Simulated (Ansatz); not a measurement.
## C on Zr(0001): change of the work function

Aim: the work function of Zr(0001) at several coverages of C (fcc site), and the dipole that each adsorbate carries.

Main program and level: Ansatz 0.2.0; plane-wave DFT, PBE, Ansatz PAW.

### Step 1. The system as given

The cell holds 4 atoms: 4 Zr. Cell: a = 3.230 Å, b = 3.230 Å, c = 25.718 Å, α = 90.0°, β = 90.0°, γ = 60.0°. Vacuum lies along c.

Structure file:

```cif
data_structure
_symmetry_space_group_name_H-M 'P 1'
_symmetry_Int_Tables_number 1
_cell_length_a 3.2300
_cell_length_b 3.2300
_cell_length_c 25.7181
_cell_angle_alpha 90.000
_cell_angle_beta 90.000
_cell_angle_gamma 60.000
_cell_volume 232.37
loop_
_atom_site_label
_atom_site_type_symbol
_atom_site_fract_x
_atom_site_fract_y
_atom_site_fract_z
_atom_site_occupancy
Zr1 Zr 0.66667 0.66667 0.34995 1
Zr2 Zr 0.00000 0.00000 0.44998 1
Zr3 Zr 0.66667 0.66667 0.55002 1
Zr4 Zr 0.00000 0.00000 0.65005 1
```

### Step 2. The clean slab

The bare slab comes first, as the zero from which every change is counted. The two lowest layers are held at bulk places and the upper ones relax. The dipole correction removes the false field that a one-sided slab makes across the periodic vacuum, so each face gets a flat vacuum level of its own.

input.yaml reads:

```yaml
crystal:
  lattice:
    - [3.23, 0.0, 0.0]
    - [1.615, 2.7972620542, 0.0]
    - [0.0, 0.0, 25.718085]
  atoms:
    - { symbol: Zr, position: [0.6666666667, 0.6666666667, 0.3499482951] }
    - { symbol: Zr, position: [0.0, 0.0, 0.449982765] }
    - { symbol: Zr, position: [0.6666666667, 0.6666666667, 0.550017235] }
    - { symbol: Zr, position: [0.0, 0.0, 0.6500517049] }
kpoints:
  mp_grid: { grid: [12, 12, 1] }
hamiltonian:
  xc: pbe
scf:
  occupations: { method: fermi_dirac, width: 0.1 }
  convergence: { dr2_threshold: 1.0e-08 }
efield:
  axis: 3
  dipole_correction: true
  ramp_position: 0.97
  ramp_width: 0.06
relax:
  f_tol: 0.02
  max_steps: 60
  constraints: [{ sites: [0, 1] }]
output:
  write_potential: true
  write_density: true
  volumetric_format: npy
```

The run is started by

```console
ansatz run input.yaml --threads 4 --pin off --max-ram 16384MiB --backend cpu --events-out ev --progress --plain --runs-dir out
```

Output:

```text
Engine: ansatz 0.2.0, x86_64-unknown-linux-gnu
Pseudopotentials: kind: paw
Pseudopotential: Zr, paw, valence charge 12, recommended cutoff 420 eV (normal), Zr.paw.azcp
Functional definition: PBE
  parameter kappa = 0.804
  parameter beta = 0.066725
  exchange = pbe_x(kappa = kappa, mu = beta*pi^2/3)
  correlation = pbe_c(beta = beta)
Crystal: 4 atoms, lattice volume = 232.367 Å³
Basis set: ecut = 420 eV, 4609 PW (Γ), exchange–correlation on 48×48×360 points (8 copies of the dense FFT grid, shifted against one another)
Bands: 29, of which v1, the nominal top of the filled ones, is band 24 counted from 1 (23 counted from 0)
Symmetry: 6 space group operations
k-points: 19 of 144 (time reversal used)
Non-local potential: Zr, projectors of the file, l = 0: 3, l = 1: 2, l = 2: 2, l = 3: 2
PAW form: soft (Blöchl's): semilocal exchange-correlation on the pseudo side does not see the compensation charge
PAW one-centre angular grid: Zr, 590 points (default); XC on 64 Gauss nodes
Initial density: superposition of atomic densities (neutral atoms: chi_scale 0, normalization atom), corrected by the library's trained network
Initial wavefunctions: pseudopotential atomic-orbital guess
Functional: x = pbe(κ = 0.804, μ = 0.219515), c = pbe(β = 0.066725)
SCF iter   1: F=—  HF=-16733.557492 eV  |F-HF|=—  |Δ(HF+E_count)|=         —  Δρ=4.44e-3  dr2=5.33e-1  ethr=1.77e-3  p=0.000 e·Å  D=4.35e-14 V/Å  ΔV_dip=-0.00 eV  dr2_dipole=1.07e-7  V_vac-E_F(+/−)=4.13/4.13 eV  ⟨swp⟩=5.6  Hψ=5350  notcnv=0
efield: sawtooth ramp at fractional position 0.9700 (set: `efield.ramp_position`, or a place that a band, a saddle search or an elastic batch's reference lends), width 0.0600; the density the first Hamiltonian is built on has a dipole p = 0.000 e·Å; the dipole correction subtracts the counter field D = 4.35e-14 V/Å, which shifts the + side's vacuum level by -0.00 eV against the − side's; the planar-averaged density in the ramp window peaks in size at 2.6e-5 e/Å³
automatic band count: the SCF goes on with 34 bands, as 29 were too few: the levels above may hold too much charge
preconditioner: auto → LDOS  [metal: Δε(μ)=0.039 eV  Ē_g=3.166 eV  σ=0.100 eV  W_gap=0.10  n_scr=16 (ndim 8)  ℏωp=9.7 eV  f_vac=0.521  D(μ)=7.16/eV (n_scr^D=48)  β→1.0]
SCF iter   2: F=—  HF=-16733.547516 eV  |F-HF|=—  |Δ(HF+E_count)|=   9.98e-3  Δρ=1.07e-3  dr2=7.25e-3  ethr=1.11e-3  p=0.000 e·Å  D=1.44e-5 V/Å  ΔV_dip=-0.00 eV  dr2_dipole=5.03e-9  V_vac-E_F(+/−)=4.15/4.15 eV  ⟨swp⟩=1.6  Hψ=814  notcnv=0
SCF iter   3: F=—  HF=-16733.548004 eV  |F-HF|=—  |Δ(HF+E_count)|=   4.87e-4  Δρ=4.15e-4  dr2=2.47e-3  ethr=1.51e-5  p=0.000 e·Å  D=3.77e-6 V/Å  ΔV_dip=-0.00 eV  dr2_dipole=2.25e-8  V_vac-E_F(+/−)=4.17/4.17 eV  ⟨swp⟩=2.7  Hψ=1033  notcnv=0
SCF iter   4: F=—  HF=-16733.548017 eV  |F-HF|=—  |Δ(HF+E_count)|=   1.30e-5  Δρ=1.52e-4  dr2=1.70e-4  ethr=5.15e-6  p=0.000 e·Å  D=2.30e-6 V/Å  ΔV_dip=-0.00 eV  dr2_dipole=5.85e-9  V_vac-E_F(+/−)=4.17/4.17 eV  ⟨swp⟩=1.5  Hψ=817  notcnv=0
SCF iter   5: F=—  HF=-16733.548026 eV  |F-HF|=—  |Δ(HF+E_count)|=   9.73e-6  Δρ=4.96e-5  dr2=8.65e-6  ethr=3.55e-7  p=0.000 e·Å  D=5.89e-7 V/Å  ΔV_dip=-0.00 eV  dr2_dipole=1.31e-10  V_vac-E_F(+/−)=4.18/4.18 eV  ⟨swp⟩=2.2  Hψ=881  notcnv=0
SCF iter   6: F=—  HF=-16733.547888 eV  |F-HF|=—  |Δ(HF+E_count)|=   1.39e-4  Δρ=1.68e-5  dr2=1.31e-6  ethr=1.80e-8  p=0.000 e·Å  D=4.08e-7 V/Å  ΔV_dip=-0.00 eV  dr2_dipole=6.73e-11  V_vac-E_F(+/−)=4.18/4.18 eV  ⟨swp⟩=2.1  Hψ=956  notcnv=0
SCF iter   7: F=—  HF=-16733.547888 eV  |F-HF|=—  |Δ(HF+E_count)|=   6.91e-7  Δρ=5.91e-6  dr2=1.27e-7  ethr=2.73e-9  p=0.000 e·Å  D=1.47e-7 V/Å  ΔV_dip=-0.00 eV  dr2_dipole=2.98e-11  V_vac-E_F(+/−)=4.18/4.18 eV  ⟨swp⟩=2.0  Hψ=906  notcnv=0
SCF iter   8: F=-16733.547888 eV  HF=-16733.547888 eV  |F-HF|=4.81e-8  |Δ(HF+E_count)|=   6.78e-8  Δρ=1.61e-6  dr2=6.81e-9  ethr=2.08e-11  p=0.000 e·Å  D=7.85e-8 V/Å  ΔV_dip=-0.00 eV  dr2_dipole=4.08e-12  V_vac-E_F(+/−)=4.18/4.18 eV  ⟨swp⟩=7.9  Hψ=4632  notcnv=0
SCF 1 converged in 8 iterations: F = -16733.547888 eV  dr2 = 6.81e-9
  greatest PAW one-centre occupation: 0.996 electrons in one spin orbital (limit 2), on the Zr atom at site 3 (counted from 0), in its partial waves of l = 0
relax step   1: F+E_penalty+E_count = -16733.54788850 eV  Δ(F+E_penalty+E_count) = +0.000e0 eV  max|allowed force component| = 6.086e-1 eV/Å  Δτ_max = 0.0000 Å  (8 SCF iters, accepted)
Bands: 34, of which v1, the nominal top of the filled ones, is band 24 counted from 1 (23 counted from 0)
Initial density: handed on by an earlier stage of this run
Initial wavefunctions: those handed on with the density
SCF iter   1: F=—  HF=-16733.682249 eV  |F-HF|=—  |Δ(HF+E_count)|=         —  Δρ=8.16e-3  dr2=2.95e0  ethr=3.10e-3  p=0.000 e·Å  D=2.09e-8 V/Å  ΔV_dip=-0.00 eV  dr2_dipole=4.96e-1  V_vac-E_F(+/−)=4.17/4.17 eV  ⟨swp⟩=3.9  Hψ=1617  notcnv=1
efield: sawtooth ramp at fractional position 0.9700 (set: `efield.ramp_position`, or a place that a band, a saddle search or an elastic batch's reference lends), width 0.0600; the density the first Hamiltonian is built on has a dipole p = 0.000 e·Å; the dipole correction subtracts the counter field D = 2.09e-8 V/Å, which shifts the + side's vacuum level by -0.00 eV against the − side's; the planar-averaged density in the ramp window peaks in size at 6.6e-7 e/Å³
preconditioner: auto → LDOS  [metal: Δε(μ)=0.013 eV  Ē_g=3.209 eV  σ=0.100 eV  W_gap=0.03  n_scr=16 (ndim 8)  ℏωp=9.7 eV  f_vac=0.523  D(μ)=6.61/eV (n_scr^D=36)  β→1.0]
SCF iter   2: F=—  HF=-16733.583613 eV  |F-HF|=—  |Δ(HF+E_count)|=   9.86e-2  Δρ=3.85e-3  dr2=1.51e-1  ethr=3.10e-3  p=0.006 e·Å  D=4.52e-3 V/Å  ΔV_dip=-0.12 eV  dr2_dipole=7.53e-3  V_vac-E_F(+/−)=4.08/4.19 eV  ⟨swp⟩=2.1  Hψ=1007  notcnv=0
SCF iter   3: F=—  HF=-16733.575186 eV  |F-HF|=—  |Δ(HF+E_count)|=   8.43e-3  Δρ=1.72e-3  dr2=3.30e-2  ethr=3.14e-4  p=0.002 e·Å  D=1.91e-3 V/Å  ΔV_dip=-0.05 eV  dr2_dipole=1.60e-3  V_vac-E_F(+/−)=4.14/4.19 eV  ⟨swp⟩=2.1  Hψ=1085  notcnv=0
SCF iter   4: F=—  HF=-16733.570446 eV  |F-HF|=—  |Δ(HF+E_count)|=   4.74e-3  Δρ=3.20e-4  dr2=1.62e-3  ethr=6.87e-5  p=0.003 e·Å  D=2.32e-3 V/Å  ΔV_dip=-0.06 eV  dr2_dipole=6.30e-4  V_vac-E_F(+/−)=4.12/4.18 eV  ⟨swp⟩=2.2  Hψ=884  notcnv=0
SCF iter   5: F=—  HF=-16733.570486 eV  |F-HF|=—  |Δ(HF+E_count)|=   4.02e-5  Δρ=8.70e-5  dr2=4.19e-5  ethr=3.38e-6  p=0.003 e·Å  D=2.22e-3 V/Å  ΔV_dip=-0.06 eV  dr2_dipole=1.74e-11  V_vac-E_F(+/−)=4.13/4.18 eV  ⟨swp⟩=1.8  Hψ=842  notcnv=0
[...]
SCF iter   2: F=—  HF=-16733.588221 eV  |F-HF|=—  |Δ(HF+E_count)|=   1.75e-2  Δρ=1.52e-3  dr2=1.85e-2  ethr=1.00e-3  p=0.000 e·Å  D=1.96e-4 V/Å  ΔV_dip=-0.01 eV  dr2_dipole=1.41e-3  V_vac-E_F(+/−)=4.18/4.18 eV  ⟨swp⟩=2.1  Hψ=746  notcnv=0
SCF iter   3: F=—  HF=-16733.587664 eV  |F-HF|=—  |Δ(HF+E_count)|=   5.56e-4  Δρ=9.07e-4  dr2=7.70e-3  ethr=3.86e-5  p=0.002 e·Å  D=1.21e-3 V/Å  ΔV_dip=-0.03 eV  dr2_dipole=1.55e-4  V_vac-E_F(+/−)=4.15/4.18 eV  ⟨swp⟩=2.0  Hψ=1095  notcnv=0
SCF iter   4: F=—  HF=-16733.586445 eV  |F-HF|=—  |Δ(HF+E_count)|=   1.22e-3  Δρ=2.74e-4  dr2=8.39e-4  ethr=1.60e-5  p=0.001 e·Å  D=8.17e-4 V/Å  ΔV_dip=-0.02 eV  dr2_dipole=2.72e-5  V_vac-E_F(+/−)=4.16/4.18 eV  ⟨swp⟩=2.4  Hψ=905  notcnv=0
SCF iter   5: F=—  HF=-16733.586345 eV  |F-HF|=—  |Δ(HF+E_count)|=   9.97e-5  Δρ=8.20e-5  dr2=6.18e-5  ethr=1.75e-6  p=0.001 e·Å  D=5.20e-4 V/Å  ΔV_dip=-0.01 eV  dr2_dipole=1.67e-7  V_vac-E_F(+/−)=4.17/4.18 eV  ⟨swp⟩=2.2  Hψ=858  notcnv=0
SCF iter   6: F=—  HF=-16733.586341 eV  |F-HF|=—  |Δ(HF+E_count)|=   3.81e-6  Δρ=1.74e-5  dr2=2.75e-6  ethr=1.29e-7  p=0.001 e·Å  D=4.48e-4 V/Å  ΔV_dip=-0.01 eV  dr2_dipole=4.48e-8  V_vac-E_F(+/−)=4.17/4.18 eV  ⟨swp⟩=2.4  Hψ=943  notcnv=0
SCF iter   7: F=—  HF=-16733.586204 eV  |F-HF|=—  |Δ(HF+E_count)|=   1.38e-4  Δρ=3.61e-6  dr2=7.09e-8  ethr=5.74e-9  p=0.001 e·Å  D=4.12e-4 V/Å  ΔV_dip=-0.01 eV  dr2_dipole=1.38e-8  V_vac-E_F(+/−)=4.17/4.18 eV  ⟨swp⟩=2.2  Hψ=939  notcnv=0
SCF iter   8: F=-16733.586204 eV  HF=-16733.586204 eV  |F-HF|=4.01e-9  |Δ(HF+E_count)|=   3.16e-8  Δρ=1.22e-6  dr2=9.25e-9  ethr=2.08e-11  p=0.001 e·Å  D=4.07e-4 V/Å  ΔV_dip=-0.01 eV  dr2_dipole=1.17e-9  V_vac-E_F(+/−)=4.17/4.18 eV  ⟨swp⟩=9.7  Hψ=4351  notcnv=0
SCF 3 converged in 8 iterations: F = -16733.586204 eV  dr2 = 9.25e-9
relax step   3: F+E_penalty+E_count = -16733.58620364 eV  Δ(F+E_penalty+E_count) = -1.585e-2 eV  max|allowed force component| = 5.321e-2 eV/Å  Δτ_max = 0.0631 Å  (8 SCF iters, accepted)
SCF iter   1: F=—  HF=-16733.587045 eV  |F-HF|=—  |Δ(HF+E_count)|=         —  Δρ=4.83e-4  dr2=5.16e-3  ethr=3.16e-4  p=0.001 e·Å  D=4.07e-4 V/Å  ΔV_dip=-0.01 eV  dr2_dipole=1.05e-5  V_vac-E_F(+/−)=4.17/4.18 eV  ⟨swp⟩=2.0  Hψ=1029  notcnv=0
efield: sawtooth ramp at fractional position 0.9700 (set: `efield.ramp_position`, or a place that a band, a saddle search or an elastic batch's reference lends), width 0.0600; the density the first Hamiltonian is built on has a dipole p = 0.001 e·Å; the dipole correction subtracts the counter field D = 4.07e-4 V/Å, which shifts the + side's vacuum level by -0.01 eV against the − side's; the planar-averaged density in the ramp window peaks in size at 5.7e-7 e/Å³
preconditioner: auto → LDOS  [metal: Δε(μ)=0.004 eV  Ē_g=3.183 eV  σ=0.100 eV  W_gap=0.01  n_scr=16 (ndim 8)  ℏωp=9.7 eV  f_vac=0.522  D(μ)=6.82/eV (n_scr^D=48)  β→1.0]
SCF iter   2: F=—  HF=-16733.586755 eV  |F-HF|=—  |Δ(HF+E_count)|=   2.90e-4  Δρ=2.72e-4  dr2=1.00e-3  ethr=1.08e-5  p=0.001 e·Å  D=9.51e-4 V/Å  ΔV_dip=-0.02 eV  dr2_dipole=2.26e-5  V_vac-E_F(+/−)=4.15/4.18 eV  ⟨swp⟩=2.1  Hψ=911  notcnv=0
SCF iter   3: F=—  HF=-16733.586699 eV  |F-HF|=—  |Δ(HF+E_count)|=   5.52e-5  Δρ=8.73e-5  dr2=6.36e-5  ethr=2.09e-6  p=0.001 e·Å  D=6.71e-4 V/Å  ΔV_dip=-0.02 eV  dr2_dipole=7.30e-7  V_vac-E_F(+/−)=4.16/4.18 eV  ⟨swp⟩=2.1  Hψ=839  notcnv=0
SCF iter   4: F=—  HF=-16733.586680 eV  |F-HF|=—  |Δ(HF+E_count)|=   1.99e-5  Δρ=2.43e-5  dr2=2.38e-6  ethr=1.32e-7  p=0.001 e·Å  D=6.62e-4 V/Å  ΔV_dip=-0.02 eV  dr2_dipole=5.90e-9  V_vac-E_F(+/−)=4.16/4.18 eV  ⟨swp⟩=2.1  Hψ=1056  notcnv=0
SCF iter   5: F=—  HF=-16733.586552 eV  |F-HF|=—  |Δ(HF+E_count)|=   1.27e-4  Δρ=6.36e-6  dr2=2.65e-7  ethr=4.97e-9  p=0.001 e·Å  D=6.28e-4 V/Å  ΔV_dip=-0.02 eV  dr2_dipole=6.07e-12  V_vac-E_F(+/−)=4.16/4.18 eV  ⟨swp⟩=2.1  Hψ=870  notcnv=0
SCF iter   6: F=—  HF=-16733.586552 eV  |F-HF|=—  |Δ(HF+E_count)|=   9.85e-8  Δρ=2.51e-6  dr2=6.70e-8  ethr=5.52e-10  p=0.001 e·Å  D=6.03e-4 V/Å  ΔV_dip=-0.02 eV  dr2_dipole=4.46e-9  V_vac-E_F(+/−)=4.16/4.18 eV  ⟨swp⟩=2.4  Hψ=944  notcnv=0
SCF iter   7: F=-16733.586552 eV  HF=-16733.586552 eV  |F-HF|=1.49e-9  |Δ(HF+E_count)|=   6.61e-9  Δρ=9.70e-7  dr2=6.99e-9  ethr=2.08e-11  p=0.001 e·Å  D=5.86e-4 V/Å  ΔV_dip=-0.02 eV  dr2_dipole=4.50e-10  V_vac-E_F(+/−)=4.16/4.18 eV  ⟨swp⟩=6.9  Hψ=4291  notcnv=0
SCF 4 converged in 7 iterations: F = -16733.586552 eV  dr2 = 6.99e-9
relax step   4: F+E_penalty+E_count = -16733.58655243 eV  Δ(F+E_penalty+E_count) = -3.488e-4 eV  max|allowed force component| = 8.147e-3 eV/Å  Δτ_max = 0.0117 Å  (7 SCF iters, accepted)
NSCF: frozen V_eff on 19 k-points
the band table was solved once a step of the walk had ended and its energy, with any forces and stress, was formed, with the checks that follow a solve (2927 applications of the Hamiltonian). They found nothing against the state; the energy, forces and stress were not computed again (output.eigenvalues in the input reference)
WARN: The input density's exchange-correlation potential varies sharply where the density is thin. Do not read a vacuum level from v_tot or v_xc, or from such a field of the output density. On a cell that repeats whose density bears no net charge and no dipole along the vacuum's axis use v_es (v_loc + v_h of the components); under efield.dipole_correction with no amplitude use v_es + v_field, which holds any external [...]
SCF converged after 7 iterations
Free energy (F): -16733.586552 eV
Harris-Foulkes:  -16733.586552 eV  (|F-HF|=1.49e-9)
Internal energy: -16733.365929 eV  (E = F + TS)
E sigma→0 (E₀):  -16733.476241 eV
Entropy (-TS):   -0.220623 eV (-55.156 meV/atom)
Fermi energy:    3.221640 eV
Dipole field:    D = 0.000560 V/Å  (p = 0.000719 e·Å, saw-weighted, corrected)
Work function:   Φ+ = 4.1653 eV   Φ− = 4.1797 eV
Levels:          The Fermi level and band energies are counted from a zero that moves with the ramp; work functions are not
--- Per-component energies (eV) ---
  E_band       = -903.791511
  E_kinetic    = 1326.002277
  E_local      = -39066.161443  (includes V_loc(G=0)·N_el)
  E_nonlocal   = 323.579391
  E_hartree    = 18796.930807
  E_xc         = -642.831300
  E_vxc        = -758.598660  (∫ρ·V_xc dr)
  E_paw        = -11816.668411  (= ΣΔE_a)
  E_vpaw       = -322.475559  (= ΣTr[D̂ρ^β])
  E_aug_tail   = 0.000098  (compensation charges beyond the density's cutoff)
  E_efield     = 0.000000  (sawtooth field / dipole correction)
  E_vefield    = -0.000443  (∫n·V_field dr)
  E_ewald      = 14345.782652
  E_smearing   = -0.220623  (= −TS)
  E_closure    = 0.000000  (closes the sum)
  Σ components = -16733.586552   (vs F -16733.586552, Δ=0.00e0)
--- Forces (eV/Å), atoms counted from 1 ---
  atom   1  Zr     0.00000000    -0.00000000     0.45026770
  atom   2  Zr    -0.00000000     0.00000000    -0.44766666
  atom   3  Zr    -0.00000000    -0.00000000    -0.00814743
  atom   4  Zr     0.00000000     0.00000000     0.00554612
  max |Σ_I F_I| component: 2.69e-7 eV/Å
--- Band table (eV; the first three rows and the last of 19) ---
  k-point 0: bands = [... 20 lower, 2.9732, 3.2750, 3.7893, 3.8564, 3.9939, 3.9939, 4.0865, 4.0865, ... 6 higher]
  k-point 1: bands = [... 20 lower, 2.8778, 3.2564, 3.5627, 3.6203, 3.8534, 3.9788, 4.1411, 4.2093, ... 6 higher]
  k-point 2: bands = [... 20 lower, 2.5727, 2.9194, 3.0801, 3.3553, 3.5026, 3.6525, 4.0458, 4.2786, ... 6 higher]
  k-point 18: bands = [... 20 lower, 2.1808, 2.4031, 2.4729, 3.2680, 3.2803, 3.3333, 3.3858, 3.4952, ... 6 higher]
--- Relaxed structure (4 steps of the walk, 4 accepted, 0 SCFs on fresh bases) ---
  F+E_penalty+E_count = -16733.58655243 eV   max|allowed force component| = 8.147e-3 eV/Å
  atoms:
    - { symbol: Zr, position: [0.666667, 0.666667, 0.3499482951] }
    - { symbol: Zr, position: [0.0, 0.0, 0.449982765] }
    - { symbol: Zr, position: [0.666667, 0.666667, 0.553889] }
    - { symbol: Zr, position: [-1.312552e-18, -4.428160e-19, 0.648750] }
```

Wall time 17 s (4 threads of Intel Xeon Platinum 8259CL at 2.50GHz (Skylake/Cascade Lake), shared host); peak memory 0.65 GiB; 53 s of CPU time.

The steps of the relaxation:

```tsv
step	energy less that of the first step (eV)	largest force component (eV/Å)
1	0.0000	0.6086
2	-0.0225	0.4689
3	-0.0383	0.0532
4	-0.0387	0.0081
```

The run keeps the 6 symmetry operations that the program found, so distortions that break them were not tested.

The atoms that moved most (Å):

```tsv
atom	dx	dy	dz	length
Zr3	0.000	0.000	0.100	0.100
Zr4	0.000	0.000	-0.033	0.033
```

Final coordinates:

```xyz
4
Lattice="3.2300 0.0000 0.0000 1.6150 2.7973 0.0000 0.0000 0.0000 25.7181" Properties=species:S:1:pos:R:3
Zr    3.2300    1.8648    9.0000
Zr    0.0000    0.0000   11.5727
Zr    3.2300    1.8648   14.2450
Zr    0.0000    0.0000   16.6846
```

This step gave:

```yaml
energy_at_zero_smearing: -16733.4762 eV
work_function_upper_face: 4.165 eV
dipole_along_the_normal: 7.19e-4 e·Å
```

Running mean over 2.573 Å of the planar mean; the ramp of the sawtooth is left out. Electron's electrostatic potential energy less the Fermi level against z:

```tsv
z (Å)	electron's electrostatic potential energy less the Fermi level (eV)
3.5	4.18
4.0	4.18
4.5	4.17
5.0	4.15
5.5	4.09
6.0	3.92
6.5	3.43
7.0	2.15
7.5	-1.01
8.0	-5.14
8.5	-7.74
9.0	-8.45
9.5	-8.43
10.0	-8.32
10.5	-8.28
11.0	-8.29
11.5	-8.29
12.0	-8.16
12.5	-7.78
13.0	-7.60
13.5	-7.92
14.0	-8.25
14.5	-8.50
15.0	-9.02
15.5	-9.34
16.0	-9.04
16.5	-8.65
17.0	-8.19
17.5	-6.36
18.0	-2.56
18.5	1.19
19.0	3.09
19.5	3.78
20.0	4.03
20.5	4.12
21.0	4.15
21.5	4.16
22.0	4.16
22.5	4.16
```

The relaxation took 4 steps and lowered the energy by 0.039 eV; the largest force on the free atoms ends at 0.0081 eV/Å.

The work function of the upper face is 4.17 eV.

(Continued in part 2 of 4.)

[Long decimals in the printed logs are rounded to 6 places.]

[Logs are printed without paths, hosts, clocks, repeated set-up lines and the standing remarks that a program may print on its own settings, such as how far it seeks lower states.]

[Hosts, paths, dates, database ids (printed as entryN), source tags and the programs' standing remarks are cut or masked in the printed files.]

[Maps of the electrostatic potential energy from Ansatz leave out the sawtooth potential of an applied field or a dipole correction, so their vacuum need not be flat; planar profiles and work functions include it.]
